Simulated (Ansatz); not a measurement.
# Reading EPR parameters

A crystal has the composition MAs2O6, where M is a 3d element. A calculation (PBE+U, spin-orbit coupling in second variation, Ansatz) gives:

```
S                            : 5/2
g                            : ⊥ 2.0021, ∥ 2.0019
D, with anisotropic exchange : +423 MHz
moment in its sphere         : 4.31 μB
```

**Question.** Which ion is it, and why?

The crystal is MnAs2O6, space group P-31m. The spin sits on Mn, with 6 O at 2.21 Å round it. With the usual charges of the other elements M must be +2. The high-spin ion of that charge with S = 5/2 in this row is Mn²⁺ high-spin d⁵. Low-spin ions are left aside. The shift from the free-electron value is small, as for a half-filled shell without orbital momentum.

[Logs are printed without paths, hosts, clocks, repeated set-up lines and the standing remarks that a program may print on its own settings, such as how far it seeks lower states.]

[Hosts, paths, dates, database ids (printed as entryN), source tags and the programs' standing remarks are cut or masked in the printed files.]
